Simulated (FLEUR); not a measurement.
**MnPt: which magnetic order is lowest**

Wanted: the moments of MnPt and the energy of each order that was tried.

Method: PBEsol; all-electron FLAPW, Dirac cores, scalar-relativistic bands, in FLEUR MaX-R8.1.

## Step 1: The structure

Symmetry: P4/mmm, No. 123, tetragonal system. The conventional cell has a = 2.830 Å, b = 2.830 Å, c = 3.660 Å, α = 90.00°, β = 90.00°, γ = 90.00°. Nearest to Mn lie 8 Pt at 2.71 Å and 4 Mn at 2.83 Å. Nearest to Pt lie 8 Mn at 2.71 Å and 4 Pt at 2.83 Å. Farther neighbours are not listed.

## Step 2: Order 1, typed as ferro +

The parallel start comes first: it shows whether parallel moments hold.

inpgen writes inp.xml from crystal.txt; cutoffs, mixing, functional, smearing and local orbitals are then set in the file. The k list default-1 (kpts.xml, not shown) is a Γ-centred 10×10×10 mesh; where the ranks do not divide the number of points, some are split in two of half the weight.

Input file inp.xml:

```
<?xml version="1.0" encoding="UTF-8" standalone="no"?>
<fleurInput fleurInputVersion="0.39">
   <comment>
      MnPt
   </comment>
   <calculationSetup>
      <cutoffs Kmax="3.6" Gmax="10.8" GmaxXC="10.8" numbands="0"/>
      <scfLoop itmax="90" minDistance="0.00002" maxIterBroyd="15" imix="Anderson" alpha="0.05" precondParam="0.0" spinf="2.0" sdNocoIR="T"/>
      <coreElectrons ctail="T" frcor="F" kcrel="0" coretail_lmax="0"/>
      <xcFunctional name="PBEs" relativisticCorrections="F"/>
      <magnetism jspins="2"/>
      <soc l_soc="F" theta="0.0" phi="0.0" spav="F"/>
      <expertModes spex="0" secvar="F"/>
      <geometryOptimization l_f="F" forcealpha="1.0" forcemix="BFGS" epsdisp="0.00001" epsforce="0.00001"/>
      <ldaU l_linMix="F" mixParam="0.05" spinf="1.0"/>
   </calculationSetup>
   <cell>
      <bzIntegration valenceElectrons="31.0" mode="hist" fermiSmearingEnergy="0.00110248">
         <kPointListSelection listName="default-1"/>
         <xi:include xmlns:xi="http://www.w3.org/2001/XInclude" href="kpts.xml"> </xi:include>
      </bzIntegration>
      <xi:include xmlns:xi="http://www.w3.org/2001/XInclude" href="sym.xml"> </xi:include>
      <bulkLattice scale="1.0">
         <bravaisMatrix>
            <row-1>    5.3479249326179996     0.0000000000000000     0.0000000000000000</row-1>
            <row-2>    0.0000000000000000     5.3479249326179996     0.0000000000000000</row-2>
            <row-3>    0.0000000000000000     0.0000000000000000     6.9163976160359999</row-3>
         </bravaisMatrix>
      </bulkLattice>
   </cell>
   <atomSpecies>
      <species name="Manganese 3.500" element="Mn" atomicNumber="25">
         <mtSphere radius="2.5" gridPoints="827" logIncrement="0.015"/>
         <atomicCutoffs lmax="10" lnonsphr="8"/>
         <electronConfig flipSpins="F">
            <coreConfig>(1s1/2) (2s1/2) (2p1/2) (2p3/2)</coreConfig>
            <valenceConfig>(3s1/2) (3p1/2) (3p3/2) (4s1/2) (3d3/2) (3d5/2)</valenceConfig>
            <stateOccupation state="(3d3/2)" spinUp="1.25" spinDown="0.75"/>
            <stateOccupation state="(3d5/2)" spinUp="3.0" spinDown="0.0"/>
         </electronConfig>
         <energyParameters s="4" p="4" d="3" f="4"/>
         <lo type="SCLO" l="0" n="3" eDeriv="0"/>
         <lo type="SCLO" l="1" n="3" eDeriv="0"/>
      </species>
      <species name="Platinum (Pt)" element="Pt" atomicNumber="78">
         <mtSphere radius="2.5" gridPoints="827" logIncrement="0.016"/>
         <atomicCutoffs lmax="10" lnonsphr="8"/>
         <electronConfig flipSpins="F">
            <coreConfig>(1s1/2) (2s1/2) (2p1/2) (2p3/2) (3s1/2) (3p1/2) (3p3/2) (4s1/2) (3d3/2) (3d5/2) (4p1/2) (4p3/2) (5s1/2) (4d3/2) (4d5/2) (4f5/2) (4f7/2)</coreConfig>
            <valenceConfig>(5p1/2) (5p3/2) (6s1/2) (5d3/2) (5d5/2)</valenceConfig>
            <stateOccupation state="(6s1/2)" spinUp="0.500000" spinDown="0.500000"/>
            <stateOccupation state="(5d3/2)" spinUp="1.800000" spinDown="1.800000"/>
            <stateOccupation state="(5d5/2)" spinUp="2.700000" spinDown="2.700000"/>
         </electronConfig>
         <energyParameters s="6" p="6" d="5" f="5"/>
         <lo type="SCLO" l="1" n="5" eDeriv="0"/>
      </species>
   </atomSpecies>
   <atomGroups>
      <atomGroup species="Manganese 3.500">
         <relPos label="                   1">.0000000000 .0000000000 .0000000000</relPos>
         <force calculate="T" relaxXYZ="TTT"/>
      </atomGroup>
      <atomGroup species="Platinum (Pt)">
         <relPos label="                   2">1.000/2.000 1.000/2.000 1.000/2.000</relPos>
         <force calculate="T" relaxXYZ="TTT"/>
      </atomGroup>
   </atomGroups>
   <output dos="F" band="F" slice="F">
      <bandDOS minEnergy="-.5*Htr" maxEnergy="0.5*Htr" sigma="0.015" storeEVData="T"/>
      <plotting iplot="0" polar="F">
         <plot TwoD="T" vec1="  1.0  0.0  0.0" vec2="  0.0  1.0  0.0" vec3="  0.0  0.0  1.0" zero="  0.0  0.0  0.0" file="plot"/>
      </plotting>
      <moessbauerParams electricFieldGradient="F" isomerShift="F" coreHyperfine="F" valenceHyperfine="F"/>
   </output>
</fleurInput>
```

Input file crystal.txt:

```
MnPt
&input film=F cartesian=F /
2.83000000000  0.00000000000  0.00000000000
0.00000000000  2.83000000000  0.00000000000
0.00000000000  0.00000000000  3.66000000000
1.8897261246
1.0 1.0 1.0

2
25 0.00000000000  0.00000000000  0.00000000000 : 3.500
78 0.50000000000  0.50000000000  0.50000000000

&kpt div1=10 div2=10 div3=10 gamma=T /
```

Run with:

```bash
> OMP_NUM_THREADS=1 inpgen -f crystal.txt > inpgen.log  # inp.xml is then edited as shown
> OMP_NUM_THREADS=1 mpirun -n 4 fleur_MPI > fleur.log
```

Log:

```text
Welcome to FLEUR        (www.flapw.de)
      MaX-Release 8.1          (www.max-centre.eu)

 ========== k-point set info ==========
 Selected k-point list: default-1
 k-point list type: mesh
 0 x 0 x 0
 Number of k points: 128

 ------------Calculation Setup---------------------------
 Number of MPI-tasks      :            4
 Number of PE/node        :            4
 Number of OMP-threads    :            1
 k-points in parallel     :            4
 pe's per k-point         :            1
 No of k-point loops      :           32
 Eigenvalue solver        :       lapack
 Number of basis functions:          180
 Approximate size of matrices (H+S) per k-point:         0.000 GB
 --------------------------------------------------------
 Iteration:     1   Distance:      29.59130227 me/bohr^3
 Iteration:     2   Distance:      16.70928273 me/bohr^3
 Iteration:     3   Distance:      11.25097378 me/bohr^3
 Iteration:     4   Distance:       7.97396845 me/bohr^3
 Iteration:     5   Distance:       8.01938018 me/bohr^3
 Iteration:     6   Distance:       8.74121543 me/bohr^3
 Iteration:     7   Distance:       2.77703402 me/bohr^3
 Iteration:     8   Distance:       2.47478436 me/bohr^3
 Iteration:     9   Distance:       0.88330042 me/bohr^3
 Iteration:    10   Distance:       0.83003567 me/bohr^3
 Iteration:    11   Distance:       0.51386551 me/bohr^3
 Iteration:    12   Distance:       0.14770002 me/bohr^3
 Iteration:    13   Distance:       0.08272837 me/bohr^3
 Iteration:    14   Distance:       0.03813740 me/bohr^3
 Iteration:    15   Distance:       0.00956866 me/bohr^3
 Iteration:    16   Distance:       0.00652216 me/bohr^3
 Iteration:    17   Distance:       0.00611103 me/bohr^3
 Iteration:    18   Distance:       0.00153635 me/bohr^3
 Iteration:    19   Distance:       0.00099657 me/bohr^3
 Iteration:    20   Distance:       0.00074236 me/bohr^3
 Iteration:    21   Distance:       0.00021678 me/bohr^3
 Iteration:    22   Distance:       0.00017304 me/bohr^3
 Iteration:    23   Distance:       0.00014691 me/bohr^3
 Iteration:    24   Distance:       0.00001463 me/bohr^3

 ********************************************************************
 Run finished successfully
 Stop message:
   all done
 ********************************************************************

--- out.xml (last complete iteration) ---
<iteration numberForCurrentRun="   24" overallNumber="   24">
         [... left out ...]
         <bandgap value="0.0108641424" units="eV"/>
         <sumValenceSingleParticleEnergies value="-17.5493402881" units="Htr"/>
         <FermiEnergy value="0.3962187200" units="Htr"/>
         <valenceDensity>
            <mtCharges spin="1">
               <mtCharge atomType="1" total="8.9322789" s="1.2145487" p="3.2311771" d="4.4514035" f="0.0261337"/>
               <mtCharge atomType="2" total="7.4766425" s="0.2595296" p="3.1766182" d="4.0097547" f="0.0238364"/>
            </mtCharges>
            <mtCharges spin="2">
               <mtCharge atomType="1" total="5.1227793" s="1.1948931" p="3.2135368" d="0.6843177" f="0.0223939"/>
               <mtCharge atomType="2" total="7.0946921" s="0.2876318" p="3.1993627" d="3.5908993" f="0.0134618"/>
            </mtCharges>
            <spinDependentCharge spin="1" total="17.6139137" interstitial="1.2049923" mtSpheres="16.4089214"/>
            <spinDependentCharge spin="2" total="13.3860863" interstitial="1.1686149" mtSpheres="12.2174714"/>
            <totalCharge value="31.0000000000"/>
         </valenceDensity>
         [... left out ...]
         <allElectronCharges>
            <spinDependentCharge spin="1" total="53.6139137" interstitial="1.2055007" mtSpheres="52.4084130"/>
            <spinDependentCharge spin="2" total="49.3860863" interstitial="1.1691253" mtSpheres="48.2169610"/>
            <totalCharge value="102.9999999870"/>
         </allElectronCharges>
         <magneticMomentsInMTSpheres units="muBohr">
            <globalMagMoment atomType="1" vec="0.00000   0.00000   3.80950"/>
            <localMagMoment atomType="1" vec="0.00000   0.00000   3.80950"/>
            <globalMagMoment atomType="2" vec="0.00000   0.00000   0.38195"/>
            <localMagMoment atomType="2" vec="0.00000   0.00000   0.38195"/>
         </magneticMomentsInMTSpheres>
         <moessbauerParams unitsHFF="kG" unitsIS="e/bohr^3" unitsEFG="Htr/bohr^2">
         </moessbauerParams>
         <totalEnergy value="   -19599.1511433744" units="Htr">
            <sumOfEigenvalues value="   -11996.0247294891">
               <coreElectrons value="-11978.4753892010"/>
               <valenceElectrons value="-17.5493402881"/>
            </sumOfEigenvalues>
            <densityCoulombPotentialIntegral value="-33739.8266657807"/>
            <densityEffectivePotentialIntegral value="-34270.7600806889"/>
            <chargeDenXCDenIntegral value="-403.3609108192"/>
            <FockExchangeEnergyValence value="0.0000000000"/>
            <FockExchangeEnergyCore value="0.0000000000"/>
            <atomTypeDependentContributions atomType="1">
               <electronNucleiInteractionDifferentMTs value="1381.2318480487"/>
               <MadelungTerm value="-9.6999816598"/>
            </atomTypeDependentContributions>
            <atomTypeDependentContributions atomType="2">
               <electronNucleiInteractionDifferentMTs value="23172.2847105276"/>
               <MadelungTerm value="-37.3957106286"/>
            </atomTypeDependentContributions>
            <tkbTimesEntropy value="0.0001160270"/>
            <freeEnergy value="-19599.1512594014"/>
            <extrapolationTo0K value="-19599.1512013879"/>
         </totalEnergy>
         <densityConvergence units="me/bohr^3">
            <chargeDensity spin="1" distance="0.0000085433"/>
            <chargeDensity spin="2" distance="0.0000086488"/>
            <overallChargeDensity distance="0.0000090358"/>
            <spinDensity distance="0.0000146265"/>
         </densityConvergence>
      </iteration>
```

The job ended after 22 s (4 MPI ranks of AMD EPYC 9R45 (Zen 5), shared host; peak memory 0.26 GiB).

Numbers from this step:

```yaml
free_energy: -533320.0750 eV
program_s_band_gap_on_this_mesh_in_a_metal_only_a_level_spacing: 0.01086 eV
magnetization: 4.228 μB
final_state: ferromagnetic
largest_moment: 3.809 μB
```

After 24 cycles the largest moment stands at 3.81 μB.

## Step 3: Order 2, typed as antiferro q=(1/2,1/2,0) +-

An opposed order shows whether neighbours prefer unlike signs.

The cell is doubled to 4 atoms to hold this order. The mesh is halved along the doubled vector, so that both cells sample the same points. The k list default-1 (kpts.xml, not shown) is a Γ-centred 5×10×10 mesh.

inp.xml: that of step 2 with these lines changed.

```diff
@@ -17,3 +17,3 @@
    <cell>
-      <bzIntegration valenceElectrons="31.0" mode="hist" fermiSmearingEnergy="0.00110248">
+      <bzIntegration valenceElectrons="62.0" mode="hist" fermiSmearingEnergy="0.00110248">
          <kPointListSelection listName="default-1"/>
@@ -24,4 +24,4 @@
          <bravaisMatrix>
-            <row-1>    5.3479249326179996     0.0000000000000000     0.0000000000000000</row-1>
-            <row-2>    0.0000000000000000     5.3479249326179996     0.0000000000000000</row-2>
+            <row-1>   10.6958498652359992     0.0000000000000000     0.0000000000000000</row-1>
+            <row-2>    5.3479249326179996     5.3479249326179996     0.0000000000000000</row-2>
             <row-3>    0.0000000000000000     0.0000000000000000     6.9163976160359999</row-3>
@@ -39,2 +39,15 @@
             <stateOccupation state="(3d5/2)" spinUp="3.0" spinDown="0.0"/>
+         </electronConfig>
+         <energyParameters s="4" p="4" d="3" f="4"/>
+         <lo type="SCLO" l="0" n="3" eDeriv="0"/>
+         <lo type="SCLO" l="1" n="3" eDeriv="0"/>
+      </species>
+      <species name="Manganese -3.500" element="Mn" atomicNumber="25">
+         <mtSphere radius="2.5" gridPoints="827" logIncrement="0.015"/>
+         <atomicCutoffs lmax="10" lnonsphr="8"/>
+         <electronConfig flipSpins="F">
+            <coreConfig>(1s1/2) (2s1/2) (2p1/2) (2p3/2)</coreConfig>
+            <valenceConfig>(3s1/2) (3p1/2) (3p3/2) (4s1/2) (3d3/2) (3d5/2)</valenceConfig>
+            <stateOccupation state="(3d3/2)" spinUp="0.75" spinDown="1.25"/>
+            <stateOccupation state="(3d5/2)" spinUp="0.0" spinDown="3.0"/>
          </electronConfig>
@@ -63,4 +76,9 @@
       </atomGroup>
+      <atomGroup species="Manganese -3.500">
+         <relPos label="                   2">1.000/2.000 .0000000000 .0000000000</relPos>
+         <force calculate="T" relaxXYZ="TTT"/>
+      </atomGroup>
       <atomGroup species="Platinum (Pt)">
-         <relPos label="                   2">1.000/2.000 1.000/2.000 1.000/2.000</relPos>
+         <relPos label="                   3">.0000000000 1.000/2.000 1.000/2.000</relPos>
+         <relPos label="                   4">1.000/2.000 1.000/2.000 1.000/2.000</relPos>
          <force calculate="T" relaxXYZ="TTT"/>
```

Input file crystal.txt:

```
MnPt
&input film=F cartesian=F /
5.66000000000  0.00000000000  0.00000000000
2.83000000000  2.83000000000  0.00000000000
0.00000000000  0.00000000000  3.66000000000
1.8897261246
1.0 1.0 1.0

4
25 0.00000000000  0.00000000000  0.00000000000 : 3.500
25 0.50000000000  0.00000000000  0.00000000000 : -3.500
78 0.00000000000  0.50000000000  0.50000000000
78 0.50000000000  0.50000000000  0.50000000000

&kpt div1=5 div2=10 div3=10 gamma=T /
```

Log:

```text
[banner, memory and clock lines left out]
Welcome to FLEUR        (www.flapw.de)
      MaX-Release 8.1          (www.max-centre.eu)

 ========== k-point set info ==========
 Selected k-point list: default-1
 k-point list type: mesh
 5 x 10 x 10
 Number of k points: 108

 ------------Calculation Setup---------------------------
 Number of PE/node        :            4
 Number of OMP-threads    :            1
 k-points in parallel     :            4
 pe's per k-point         :            1
 No of k-point loops      :           27
 Eigenvalue solver        :       lapack
 Number of basis functions:          348
 Approximate size of matrices (H+S) per k-point:         0.002 GB
 Iteration:     1   Distance:      24.99873770 me/bohr^3
 Iteration:     2   Distance:      16.13542039 me/bohr^3
 Iteration:     3   Distance:      11.09405396 me/bohr^3
 Iteration:     4   Distance:       6.92560218 me/bohr^3
 Iteration:     5   Distance:       5.28521592 me/bohr^3
 Iteration:     6   Distance:       3.70200766 me/bohr^3
 Iteration:     7   Distance:       1.90308668 me/bohr^3
 Iteration:     8   Distance:       0.56447332 me/bohr^3
 Iteration:     9   Distance:       0.54549543 me/bohr^3
 Iteration:    10   Distance:       0.25232988 me/bohr^3
 Iteration:    11   Distance:       0.16883672 me/bohr^3
 Iteration:    12   Distance:       0.07274398 me/bohr^3
 Iteration:    13   Distance:       0.01278814 me/bohr^3
 Iteration:    14   Distance:       0.00434217 me/bohr^3
 Iteration:    15   Distance:       0.00389644 me/bohr^3
 Iteration:    16   Distance:       0.00269523 me/bohr^3
 Iteration:    17   Distance:       0.00221252 me/bohr^3
 Iteration:    18   Distance:       0.00075213 me/bohr^3
 Iteration:    19   Distance:       0.00036255 me/bohr^3
 Iteration:    20   Distance:       0.00016658 me/bohr^3
 Iteration:    21   Distance:       0.00018596 me/bohr^3
 Iteration:    22   Distance:       0.00008208 me/bohr^3
 Iteration:    23   Distance:       0.00002428 me/bohr^3
 Iteration:    24   Distance:       0.00001930 me/bohr^3

 ********************************************************************
 Run finished successfully
 Stop message:
   all done
 ********************************************************************

--- out.xml (last complete iteration) ---
<iteration numberForCurrentRun="   24" overallNumber="   24">
         [... left out ...]
         <bandgap value="0.0000000159" units="eV"/>
         <sumValenceSingleParticleEnergies value="-35.3201128822" units="Htr"/>
         <FermiEnergy value="0.4156983338" units="Htr"/>
         <valenceDensity>
            <mtCharges spin="1">
               <mtCharge atomType="1" total="8.8987828" s="1.2268673" p="3.2576109" d="4.3826080" f="0.0236827"/>
               <mtCharge atomType="2" total="5.1501067" s="1.1893488" p="3.1953699" d="0.7318414" f="0.0248726"/>
               <mtCharge atomType="3" total="7.2844324" s="0.2709415" p="3.1877654" d="3.8014965" f="0.0188988"/>
            </mtCharges>
            <mtCharges spin="2">
               <mtCharge atomType="1" total="5.1501067" s="1.1893488" p="3.1953699" d="0.7318415" f="0.0248726"/>
               <mtCharge atomType="2" total="8.8987827" s="1.2268673" p="3.2576109" d="4.3826080" f="0.0236827"/>
               <mtCharge atomType="3" total="7.2844324" s="0.2709415" p="3.1877654" d="3.8014965" f="0.0188988"/>
            </mtCharges>
            <spinDependentCharge spin="1" total="31.0000000" interstitial="2.3822458" mtSpheres="28.6177542"/>
            <spinDependentCharge spin="2" total="31.0000000" interstitial="2.3822458" mtSpheres="28.6177542"/>
            <totalCharge value="62.0000000000"/>
         </valenceDensity>
         [... left out ...]
         <magneticMomentsInMTSpheres units="muBohr">
            <globalMagMoment atomType="1" vec="0.00000   0.00000   3.74868"/>
            <localMagMoment atomType="1" vec="0.00000   0.00000   3.74868"/>
            <globalMagMoment atomType="2" vec="0.00000   0.00000  -3.74868"/>
            <localMagMoment atomType="2" vec="0.00000   0.00000  -3.74868"/>
            <globalMagMoment atomType="3" vec="0.00000   0.00000   0.00000"/>
            <localMagMoment atomType="3" vec="0.00000   0.00000   0.00000"/>
         </magneticMomentsInMTSpheres>
         [... left out ...]
         <totalEnergy value="   -39198.3279492301" units="Htr">
            <sumOfEigenvalues value="   -23992.4953623177">
               <coreElectrons value="-23957.1752494355"/>
               <valenceElectrons value="-35.3201128822"/>
            </sumOfEigenvalues>
            <densityCoulombPotentialIntegral value="-67479.9882551224"/>
            <densityEffectivePotentialIntegral value="-68541.7959833594"/>
            <chargeDenXCDenIntegral value="-806.6773557563"/>
            <FockExchangeEnergyValence value="0.0000000000"/>
            <FockExchangeEnergyCore value="0.0000000000"/>
         [... left out ...]
            <tkbTimesEntropy value="0.0000563114"/>
            <freeEnergy value="-39198.3280055415"/>
            <extrapolationTo0K value="-39198.3279773858"/>
         </totalEnergy>
         <densityConvergence units="me/bohr^3">
            <chargeDensity spin="1" distance="0.0000130066"/>
            <chargeDensity spin="2" distance="0.0000124559"/>
            <overallChargeDensity distance="0.0000166142"/>
            <spinDensity distance="0.0000193031"/>
         </densityConvergence>
      </iteration>
```

It took 58 s on 4 MPI ranks; peak memory 0.41 GiB.

Spin moment in the muffin-tin sphere by atom:

```
atom  spin moment in the muffin-tin sphere (μB)
 Mn1                                       3.75
 Mn2                                      -3.75
 Pt3                                       0.00
 Pt4                                       0.00
```

This step gave:

- free energy: -1066640.8436 eV
- program's band gap on this mesh (in a metal only a level spacing): 1.59e-8 eV
- magnetization: 0 μB
- final state: antiferromagnetic

It lies 347 meV a seeded atom under the first start, and its largest moment is 3.75 μB against 3.81 μB.

(Continued in part 2 of 2.)

[Logs and program files are shortened in this print: banners, set-up blocks, solver, clock and traceback lines can be left out without a mark of their own.]

[Logs are printed without paths, hosts, clocks, repeated set-up lines and the standing remarks that a program may print on its own settings, such as how far it seeks lower states.]

[Hosts, paths, dates, database ids (printed as entryN), source tags and the programs' standing remarks are cut or masked in the printed files.]

[Where a cell is said to come from a database of computed structures, the database is the Materials Project.]
